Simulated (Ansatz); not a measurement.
## Na on Au(111): change of the work function

How does one ordered layer of Na (fcc site) change the work function of Au(111), and what dipole does each adsorbate carry?

Main program and level: Ansatz 0.2.0; plane-wave DFT, PBE, Ansatz PAW.

## Step 1: Starting point

The cell holds 4 atoms: 4 Au. Its edges and angles: a = 2.885 Å, b = 2.885 Å, c = 25.067 Å, α = 90.0°, β = 90.0°, γ = 60.0°. Vacuum lies along c.

## Step 2: The clean slab

The bare slab comes first, as the zero from which every change is counted. The two lowest layers are held at bulk places and the upper ones relax. The dipole correction removes the false field that a one-sided slab makes across the periodic vacuum, so each face gets a flat vacuum level of its own.

input.yaml

```yaml
crystal:
  lattice:
    - [2.8849956672, 0.0, 0.0]
    - [1.4424978336, 2.4984795376, 0.0]
    - [0.0, 0.0, 25.0667672949]
  atoms:
    - { symbol: Au, position: [0.0, 0.0, 0.3590411118] }
    - { symbol: Au, position: [0.3333333333, 0.3333333333, 0.4530137039] }
    - { symbol: Au, position: [0.6666666667, 0.6666666667, 0.5469862961] }
    - { symbol: Au, position: [0.0, 0.0, 0.6409588882] }
kpoints:
  mp_grid: { grid: [12, 12, 1] }
hamiltonian:
  xc: pbe
scf:
  occupations: { method: fermi_dirac, width: 0.1 }
  convergence: { dr2_threshold: 1.0e-08 }
efield:
  axis: 3
  dipole_correction: true
  ramp_position: 0.97
  ramp_width: 0.06
relax:
  f_tol: 0.02
  max_steps: 60
  constraints: [{ sites: [0, 1] }]
output:
  write_potential: true
  write_density: true
  volumetric_format: npy
```

On the command line:

```console
> ansatz run input.yaml --threads 4 --pin off --max-ram 6144MiB --backend cpu --events-out ev --progress --plain --runs-dir out
```

Numbers of over 12 decimals in the logs are rounded to 6 here.

What it wrote:

```text
Engine: ansatz 0.2.0, aarch64-unknown-linux-gnu
Pseudopotentials: kind: paw
Pseudopotential: Au, paw, valence charge 19, recommended cutoff 420 eV (normal), Au.paw.azcp
Functional definition: PBE
  parameter kappa = 0.804
  parameter beta = 0.066725
  exchange = pbe_x(kappa = kappa, mu = beta*pi^2/3)
  correlation = pbe_c(beta = beta)
Crystal: 4 atoms, lattice volume = 180.684 Å³
Basis set: ecut = 420 eV, 3551 PW (Γ), exchange–correlation on 40×40×360 points (8 copies of the dense FFT grid, shifted against one another)
Bands: 46, of which v1, the nominal top of the filled ones, is band 38 counted from 1 (37 counted from 0)
Symmetry: 6 space group operations
k-points: 19 of 144 (time reversal used)
Non-local potential: Au, projectors of the file, l = 0: 3, l = 1: 2, l = 2: 2, l = 3: 1
PAW form: soft (Blöchl's): semilocal exchange-correlation on the pseudo side does not see the compensation charge
PAW one-centre angular grid: Au, 590 points (default); XC on 64 Gauss nodes
Initial density: superposition of atomic densities (neutral atoms: chi_scale 0, normalization atom), corrected by the library's trained network
Initial wavefunctions: pseudopotential atomic-orbital guess
Functional: x = pbe(κ = 0.804, μ = 0.219515), c = pbe(β = 0.066725)
SCF iter   1: F=—  HF=-52596.643584 eV  |F-HF|=—  |Δ(HF+E_count)|=         —  Δρ=2.65e-3  dr2=1.90e-1  ethr=1.77e-3  p=0.000 e·Å  D=2.37e-14 V/Å  ΔV_dip=-0.00 eV  dr2_dipole=3.35e-8  V_vac-E_F(+/−)=4.66/4.66 eV  ⟨swp⟩=8.5  Hψ=3805  notcnv=0  defer=13
efield: sawtooth ramp at fractional position 0.9700 (set: `efield.ramp_position`, or a place that a band, a saddle search or an elastic batch's reference lends), width 0.0600; the density the first Hamiltonian is built on has a dipole p = 0.000 e·Å; the dipole correction subtracts the counter field D = 2.37e-14 V/Å, which shifts the + side's vacuum level by -0.00 eV against the − side's; the planar-averaged density in the ramp window peaks in size at 8.1e-6 e/Å³
preconditioner: auto → LDOS  [metal: Δε(μ)=0.172 eV  Ē_g=9.110 eV  σ=0.100 eV  W_gap=0.38  n_scr=18 (ndim 8)  ℏωp=18.3 eV  f_vac=0.579  D(μ)=1.84/eV (n_scr^D=10)  β→1.0]
SCF iter   2: F=—  HF=-52596.644385 eV  |F-HF|=—  |Δ(HF+E_count)|=   8.01e-4  Δρ=2.54e-3  dr2=2.99e-2  ethr=2.50e-4  p=-0.000 e·Å  D=-4.26e-5 V/Å  ΔV_dip=0.00 eV  dr2_dipole=1.06e-8  V_vac-E_F(+/−)=5.15/5.15 eV  ⟨swp⟩=2.2  Hψ=1469  notcnv=0  defer=30
SCF iter   3: F=—  HF=-52596.638968 eV  |F-HF|=—  |Δ(HF+E_count)|=   5.42e-3  Δρ=5.04e-4  dr2=1.80e-3  ethr=3.94e-5  p=-0.000 e·Å  D=-1.46e-5 V/Å  ΔV_dip=0.00 eV  dr2_dipole=1.40e-8  V_vac-E_F(+/−)=5.06/5.05 eV  ⟨swp⟩=2.0  Hψ=1309  notcnv=0  defer=30
SCF iter   4: F=—  HF=-52596.638909 eV  |F-HF|=—  |Δ(HF+E_count)|=   5.84e-5  Δρ=2.39e-4  dr2=4.64e-4  ethr=2.37e-6  p=-0.000 e·Å  D=-5.95e-6 V/Å  ΔV_dip=0.00 eV  dr2_dipole=7.80e-11  V_vac-E_F(+/−)=5.08/5.08 eV  ⟨swp⟩=2.3  Hψ=1444  notcnv=0  defer=30
SCF iter   5: F=—  HF=-52596.638839 eV  |F-HF|=—  |Δ(HF+E_count)|=   7.03e-5  Δρ=6.27e-5  dr2=1.28e-5  ethr=6.10e-7  p=-0.000 e·Å  D=-2.82e-6 V/Å  ΔV_dip=0.00 eV  dr2_dipole=2.92e-11  V_vac-E_F(+/−)=5.09/5.09 eV  ⟨swp⟩=2.1  Hψ=1264  notcnv=0  defer=30
SCF iter   6: F=—  HF=-52596.638844 eV  |F-HF|=—  |Δ(HF+E_count)|=   5.10e-6  Δρ=1.93e-5  dr2=5.64e-7  ethr=1.69e-8  p=-0.000 e·Å  D=-1.44e-6 V/Å  ΔV_dip=0.00 eV  dr2_dipole=5.84e-11  V_vac-E_F(+/−)=5.09/5.09 eV  ⟨swp⟩=3.1  Hψ=1625  notcnv=0  defer=30
SCF iter   7: F=—  HF=-52596.638889 eV  |F-HF|=—  |Δ(HF+E_count)|=   4.47e-5  Δρ=6.30e-6  dr2=5.34e-8  ethr=7.43e-10  p=-0.000 e·Å  D=-6.30e-7 V/Å  ΔV_dip=0.00 eV  dr2_dipole=1.48e-11  V_vac-E_F(+/−)=5.09/5.09 eV  ⟨swp⟩=2.1  Hψ=1289  notcnv=0  defer=30
SCF iter   8: F=-52596.638889 eV  HF=-52596.638889 eV  |F-HF|=8.84e-9  |Δ(HF+E_count)|=   2.57e-7  Δρ=1.33e-6  dr2=2.77e-9  ethr=1.32e-11  p=-0.000 e·Å  D=-8.92e-8 V/Å  ΔV_dip=0.00 eV  dr2_dipole=6.00e-13  V_vac-E_F(+/−)=5.09/5.09 eV  ⟨swp⟩=10.5  Hψ=6252  notcnv=0
SCF 1 converged in 8 iterations: F = -52596.638889 eV  dr2 = 2.77e-9
  greatest PAW one-centre occupation: 1.000 electrons in one spin orbital (limit 2), on the Au atom at site 0 (counted from 0), in its partial waves of l = 0
relax step   1: F+E_penalty+E_count = -52596.63888925 eV  Δ(F+E_penalty+E_count) = +0.000e0 eV  max|allowed force component| = 4.529e-1 eV/Å  Δτ_max = 0.0000 Å  (8 SCF iters, accepted)
Initial density: handed on by an earlier stage of this run
Initial wavefunctions: those handed on with the density
iter 1 solved again at ethr=6.60e-5 eV; its pass at ethr=3.10e-3 eV (dr2=5.02e-2 eV) is discarded
SCF iter   1: F=—  HF=-52596.690389 eV  |F-HF|=—  |Δ(HF+E_count)|=         —  Δρ=5.26e-3  dr2=5.37e-2  ethr=6.60e-5  p=0.000 e·Å  D=2.11e-6 V/Å  ΔV_dip=-0.00 eV  dr2_dipole=6.16e-4  V_vac-E_F(+/−)=5.11/5.11 eV  ⟨swp⟩=2.0  Hψ=3735  notcnv=0  defer=19
efield: sawtooth ramp at fractional position 0.9700 (set: `efield.ramp_position`, or a place that a band, a saddle search or an elastic batch's reference lends), width 0.0600; the density the first Hamiltonian is built on has a dipole p = 0.000 e·Å; the dipole correction subtracts the counter field D = 2.11e-6 V/Å, which shifts the + side's vacuum level by -0.00 eV against the − side's; the planar-averaged density in the ramp window peaks in size at 1.2e-5 e/Å³
preconditioner: auto → LDOS  [metal: Δε(μ)=0.042 eV  Ē_g=9.104 eV  σ=0.100 eV  W_gap=0.10  n_scr=18 (ndim 8)  ℏωp=18.3 eV  f_vac=0.572  D(μ)=2.06/eV (n_scr^D=10)  β→1.0]
SCF iter   2: F=—  HF=-52596.694778 eV  |F-HF|=—  |Δ(HF+E_count)|=   4.39e-3  Δρ=3.93e-3  dr2=9.20e-2  ethr=6.60e-5  p=0.004 e·Å  D=3.99e-3 V/Å  ΔV_dip=-0.10 eV  dr2_dipole=1.25e-2  V_vac-E_F(+/−)=4.99/5.09 eV  ⟨swp⟩=2.4  Hψ=1486  notcnv=0  defer=19
SCF iter   3: F=—  HF=-52596.676926 eV  |F-HF|=—  |Δ(HF+E_count)|=   1.79e-2  Δρ=6.43e-4  dr2=3.08e-3  ethr=6.60e-5  p=-0.002 e·Å  D=-1.74e-3 V/Å  ΔV_dip=0.04 eV  dr2_dipole=9.43e-4  V_vac-E_F(+/−)=5.14/5.10 eV  ⟨swp⟩=2.1  Hψ=1442  notcnv=0  defer=19
SCF iter   4: F=—  HF=-52596.676902 eV  |F-HF|=—  |Δ(HF+E_count)|=   2.43e-5  Δρ=3.74e-4  dr2=7.20e-4  ethr=4.05e-6  p=-0.002 e·Å  D=-2.42e-3 V/Å  ΔV_dip=0.06 eV  dr2_dipole=5.96e-5  V_vac-E_F(+/−)=5.15/5.09 eV  ⟨swp⟩=2.1  Hψ=1311  notcnv=0  defer=22
SCF iter   5: F=—  HF=-52596.676753 eV  |F-HF|=—  |Δ(HF+E_count)|=   1.49e-4  Δρ=7.00e-5  dr2=3.56e-5  ethr=9.47e-7  p=-0.003 e·Å  D=-3.00e-3 V/Å  ΔV_dip=0.08 eV  dr2_dipole=5.36e-6  V_vac-E_F(+/−)=5.17/5.09 eV  ⟨swp⟩=2.1  Hψ=1300  notcnv=0  defer=22
[...]
efield: sawtooth ramp at fractional position 0.9700 (set: `efield.ramp_position`, or a place that a band, a saddle search or an elastic batch's reference lends), width 0.0600; the density the first Hamiltonian is built on has a dipole p = -0.003 e·Å; the dipole correction subtracts the counter field D = -2.99e-3 V/Å, which shifts the + side's vacuum level by +0.08 eV against the − side's; the planar-averaged density in the ramp window peaks in size at 1.1e-5 e/Å³
preconditioner: auto → LDOS  [metal: Δε(μ)=0.030 eV  Ē_g=9.090 eV  σ=0.100 eV  W_gap=0.07  n_scr=18 (ndim 8)  ℏωp=18.3 eV  f_vac=0.571  D(μ)=2.08/eV (n_scr^D=10)  β→1.0]
SCF iter   2: F=—  HF=-52596.680183 eV  |F-HF|=—  |Δ(HF+E_count)|=   3.19e-5  Δρ=1.03e-3  dr2=4.91e-3  ethr=7.51e-6  p=-0.001 e·Å  D=-1.07e-3 V/Å  ΔV_dip=0.03 eV  dr2_dipole=1.07e-3  V_vac-E_F(+/−)=5.12/5.09 eV  ⟨swp⟩=2.3  Hψ=1669  notcnv=0  defer=32
SCF iter   3: F=—  HF=-52596.679185 eV  |F-HF|=—  |Δ(HF+E_count)|=   9.98e-4  Δρ=1.75e-4  dr2=8.20e-5  ethr=6.46e-6  p=-0.003 e·Å  D=-2.60e-3 V/Å  ΔV_dip=0.07 eV  dr2_dipole=9.63e-6  V_vac-E_F(+/−)=5.16/5.09 eV  ⟨swp⟩=2.0  Hψ=1319  notcnv=0  defer=32
SCF iter   4: F=—  HF=-52596.679167 eV  |F-HF|=—  |Δ(HF+E_count)|=   1.78e-5  Δρ=6.40e-5  dr2=1.93e-5  ethr=1.08e-7  p=-0.003 e·Å  D=-2.59e-3 V/Å  ΔV_dip=0.06 eV  dr2_dipole=7.14e-6  V_vac-E_F(+/−)=5.15/5.09 eV  ⟨swp⟩=3.1  Hψ=1610  notcnv=0  defer=32
SCF iter   5: F=—  HF=-52596.679194 eV  |F-HF|=—  |Δ(HF+E_count)|=   2.68e-5  Δρ=3.22e-5  dr2=5.78e-6  ethr=2.54e-8  p=-0.003 e·Å  D=-2.71e-3 V/Å  ΔV_dip=0.07 eV  dr2_dipole=1.92e-6  V_vac-E_F(+/−)=5.16/5.09 eV  ⟨swp⟩=2.3  Hψ=1097  notcnv=0  defer=32
SCF iter   6: F=—  HF=-52596.679242 eV  |F-HF|=—  |Δ(HF+E_count)|=   4.82e-5  Δρ=7.79e-6  dr2=3.31e-7  ethr=7.61e-9  p=-0.003 e·Å  D=-2.76e-3 V/Å  ΔV_dip=0.07 eV  dr2_dipole=1.31e-7  V_vac-E_F(+/−)=5.16/5.09 eV  ⟨swp⟩=2.6  Hψ=1366  notcnv=0  defer=32
SCF iter   7: F=-52596.679242 eV  HF=-52596.679242 eV  |F-HF|=2.74e-8  |Δ(HF+E_count)|=   1.23e-9  Δρ=2.02e-6  dr2=8.87e-9  ethr=1.32e-11  p=-0.003 e·Å  D=-2.78e-3 V/Å  ΔV_dip=0.07 eV  dr2_dipole=7.36e-10  V_vac-E_F(+/−)=5.16/5.09 eV  ⟨swp⟩=8.9  Hψ=6680  notcnv=0
SCF 3 converged in 7 iterations: F = -52596.679242 eV  dr2 = 8.87e-9
relax step   3: F+E_penalty+E_count = -52596.67924179 eV  Δ(F+E_penalty+E_count) = -2.442e-3 eV  max|allowed force component| = 3.338e-2 eV/Å  Δτ_max = 0.0445 Å  (7 SCF iters, accepted)
SCF iter   1: F=—  HF=-52596.679325 eV  |F-HF|=—  |Δ(HF+E_count)|=         —  Δρ=2.15e-4  dr2=1.30e-4  ethr=1.62e-6  p=-0.003 e·Å  D=-2.78e-3 V/Å  ΔV_dip=0.07 eV  dr2_dipole=2.24e-5  V_vac-E_F(+/−)=5.16/5.09 eV  ⟨swp⟩=3.0  Hψ=1833  notcnv=0  defer=33
efield: sawtooth ramp at fractional position 0.9700 (set: `efield.ramp_position`, or a place that a band, a saddle search or an elastic batch's reference lends), width 0.0600; the density the first Hamiltonian is built on has a dipole p = -0.003 e·Å; the dipole correction subtracts the counter field D = -2.78e-3 V/Å, which shifts the + side's vacuum level by +0.07 eV against the − side's; the planar-averaged density in the ramp window peaks in size at 1.2e-5 e/Å³
preconditioner: auto → LDOS  [metal: Δε(μ)=0.025 eV  Ē_g=9.092 eV  σ=0.100 eV  W_gap=0.06  n_scr=18 (ndim 8)  ℏωp=18.3 eV  f_vac=0.571  D(μ)=2.08/eV (n_scr^D=10)  β→1.0]
SCF iter   2: F=—  HF=-52596.679299 eV  |F-HF|=—  |Δ(HF+E_count)|=   2.61e-5  Δρ=1.39e-4  dr2=8.08e-5  ethr=1.71e-7  p=-0.003 e·Å  D=-3.01e-3 V/Å  ΔV_dip=0.08 eV  dr2_dipole=1.09e-5  V_vac-E_F(+/−)=5.17/5.09 eV  ⟨swp⟩=2.6  Hψ=1757  notcnv=0  defer=33
SCF iter   3: F=—  HF=-52596.679293 eV  |F-HF|=—  |Δ(HF+E_count)|=   5.89e-6  Δρ=2.59e-5  dr2=1.41e-6  ethr=1.06e-7  p=-0.003 e·Å  D=-2.83e-3 V/Å  ΔV_dip=0.07 eV  dr2_dipole=1.27e-7  V_vac-E_F(+/−)=5.16/5.09 eV  ⟨swp⟩=2.0  Hψ=1266  notcnv=0  defer=33
SCF iter   4: F=—  HF=-52596.679345 eV  |F-HF|=—  |Δ(HF+E_count)|=   5.24e-5  Δρ=7.47e-6  dr2=1.30e-7  ethr=1.86e-9  p=-0.003 e·Å  D=-2.85e-3 V/Å  ΔV_dip=0.07 eV  dr2_dipole=3.26e-9  V_vac-E_F(+/−)=5.16/5.09 eV  ⟨swp⟩=2.8  Hψ=1607  notcnv=0  defer=33
SCF iter   5: F=-52596.679345 eV  HF=-52596.679345 eV  |F-HF|=1.63e-8  |Δ(HF+E_count)|=   1.80e-9  Δρ=1.58e-6  dr2=5.83e-9  ethr=1.32e-11  p=-0.003 e·Å  D=-2.84e-3 V/Å  ΔV_dip=0.07 eV  dr2_dipole=1.44e-10  V_vac-E_F(+/−)=5.16/5.09 eV  ⟨swp⟩=8.5  Hψ=6508  notcnv=0
SCF 4 converged in 5 iterations: F = -52596.679345 eV  dr2 = 5.83e-9
relax step   4: F+E_penalty+E_count = -52596.67934504 eV  Δ(F+E_penalty+E_count) = -1.032e-4 eV  max|allowed force component| = 3.321e-4 eV/Å  Δτ_max = 0.0072 Å  (5 SCF iters, accepted)
NSCF: frozen V_eff on 19 k-points
the band table was solved once a step of the walk had ended and its energy, with any forces and stress, was formed, with the checks that follow a solve (4848 applications of the Hamiltonian). They found nothing against the state; the energy, forces and stress were not computed again (output.eigenvalues in the input reference)
WARN: The input density's exchange-correlation potential varies sharply where the density is thin. Do not read a vacuum level from v_tot or v_xc, or from such a field of the output density. On a cell that repeats whose density bears no net charge and no dipole along the vacuum's axis use v_es (v_loc + v_h of the components); under efield.dipole_correction with no amplitude use v_es + v_field, which holds any external [...]
SCF converged after 5 iterations
Free energy (F): -52596.679345 eV
Harris-Foulkes:  -52596.679345 eV  (|F-HF|=1.63e-8)
Internal energy: -52596.616976 eV  (E = F + TS)
E sigma→0 (E₀):  -52596.648161 eV
Entropy (-TS):   -0.062369 eV (-15.592 meV/atom)
Fermi energy:    4.576791 eV
Dipole field:    D = -0.002861 V/Å  (p = -0.002856 e·Å, saw-weighted, corrected)
Work function:   Φ+ = 5.1611 eV   Φ− = 5.0894 eV
Levels:          The Fermi level and band energies are counted from a zero that moves with the ramp; work functions are not
--- Per-component energies (eV) ---
  E_band       = -2028.269013
  E_kinetic    = 2417.174752
  E_local      = -123812.545826  (includes V_loc(G=0)·N_el)
  E_nonlocal   = 297.482365
  E_hartree    = 60807.441548
  E_xc         = -909.996381
  E_vxc        = -1098.008811  (∫ρ·V_xc dr)
  E_paw        = -38827.364877  (= ΣΔE_a)
  E_vpaw       = -1447.265217  (= ΣTr[D̂ρ^β])
  E_aug_tail   = 0.005791  (compensation charges beyond the density's cutoff)
  E_efield     = 0.000004  (sawtooth field / dipole correction)
  E_vefield    = 0.016680  (∫n·V_field dr)
  E_ewald      = 47431.185648
  E_smearing   = -0.062369  (= −TS)
  E_closure    = 0.000000  (closes the sum)
  Σ components = -52596.679345   (vs F -52596.679345, Δ=0.00e0)
--- Forces (eV/Å), atoms counted from 1 ---
  atom   1  Au    -0.00000000     0.00000000    -0.46100368
  atom   2  Au     0.00000000    -0.00000000     0.46099689
  atom   3  Au     0.00000000    -0.00000000    -0.00028474
  atom   4  Au     0.00000000    -0.00000000     0.00033215
  max |Σ_I F_I| component: 4.06e-5 eV/Å
--- Band table (eV; the first three rows and the last of 19) ---
  k-point 0: bands = [... 34 lower, 1.7691, 2.2535, 2.2535, 2.5120, 2.5120, 3.2454, 4.5875, 8.8871, ... 4 higher]
  k-point 1: bands = [... 34 lower, 1.7913, 1.9875, 2.2470, 2.3346, 2.5176, 3.6533, 5.1813, 8.9999, ... 4 higher]
  k-point 2: bands = [... 34 lower, 1.7371, 1.7451, 2.2250, 2.5297, 2.6213, 4.3338, 6.3960, 9.3547, ... 4 higher]
  k-point 18: bands = [... 34 lower, 2.3516, 2.3787, 7.4935, 7.5162, 7.5524, 8.1112, 9.4211, 9.4522, ... 4 higher]
--- Relaxed structure (4 steps of the walk, 4 accepted, 0 SCFs on fresh bases) ---
  F+E_penalty+E_count = -52596.67934504 eV   max|allowed force component| = 3.321e-4 eV/Å
  atoms:
    - { symbol: Au, position: [0.0, 0.0, 0.359041] }
    - { symbol: Au, position: [0.333333, 0.333333, 0.453014] }
    - { symbol: Au, position: [0.666667, 0.666667, 0.550234] }
    - { symbol: Au, position: [1.4451660324752276e-17, 0, 0.649948] }
```

The job ended after 17 s (4 threads of Arm Neoverse V1, shared host; peak memory 0.53 GiB).

Step by step:

| step | energy less that of the first step (eV) | largest force component (eV/Å) |
| --- | --- | --- |
| 1 | 0.0000 | 0.4529 |
| 2 | -0.0379 | 0.1601 |
| 3 | -0.0404 | 0.0334 |
| 4 | -0.0405 | 0.0003 |

Forces are held to the 6 operations that the run works with; a distortion that breaks them can't arise in this run.

The atoms that moved most (Å):

| atom | dx | dy | dz | length |
| --- | --- | --- | --- | --- |
| Au4 | 0.000 | 0.000 | 0.225 | 0.225 |
| Au3 | 0.000 | 0.000 | 0.081 | 0.081 |

Numbers from this step:

```yaml
energy_at_zero_smearing: -52596.6482 eV
work_function_upper_face: 5.161 eV
work_function_lower_face: 5.089 eV
dipole_along_the_normal: -0.002856 e·Å
step_between_the_vacuum_levels: 0.07171 eV
```

Running mean over 2.356 Å of the planar mean; the ramp of the sawtooth is left out. Table of electron's electrostatic potential energy less the Fermi level by z:

| z (Å) | electron's electrostatic potential energy less the Fermi level (eV) |
| --- | --- |
| 4 | 5.09 |
| 5 | 5.09 |
| 6 | 5.03 |
| 7 | 4.02 |
| 8 | -3.47 |
| 9 | -8.30 |
| 10 | -8.66 |
| 11 | -8.73 |
| 12 | -8.28 |
| 13 | -8.13 |
| 14 | -8.47 |
| 15 | -7.31 |
| 16 | -8.13 |
| 17 | -5.77 |
| 18 | 2.69 |
| 19 | 5.02 |
| 20 | 5.15 |
| 21 | 5.16 |
| 22 | 5.16 |

The relaxation took 4 steps and lowered the energy by 0.040 eV; the largest force on the free atoms ends at 3.3e-4 eV/Å.

The work function of the upper face is 5.16 eV.

(Part 1 of 2 ends here.)

[Logs are printed without paths, hosts, clocks, repeated set-up lines and the standing remarks that a program may print on its own settings, such as how far it seeks lower states.]

[Hosts, paths, dates, database ids (printed as entryN), source tags and the programs' standing remarks are cut or masked in the printed files.]

[Maps of the electrostatic potential energy from Ansatz leave out the sawtooth potential of an applied field or a dipole correction, so their vacuum need not be flat; planar profiles and work functions include it.]
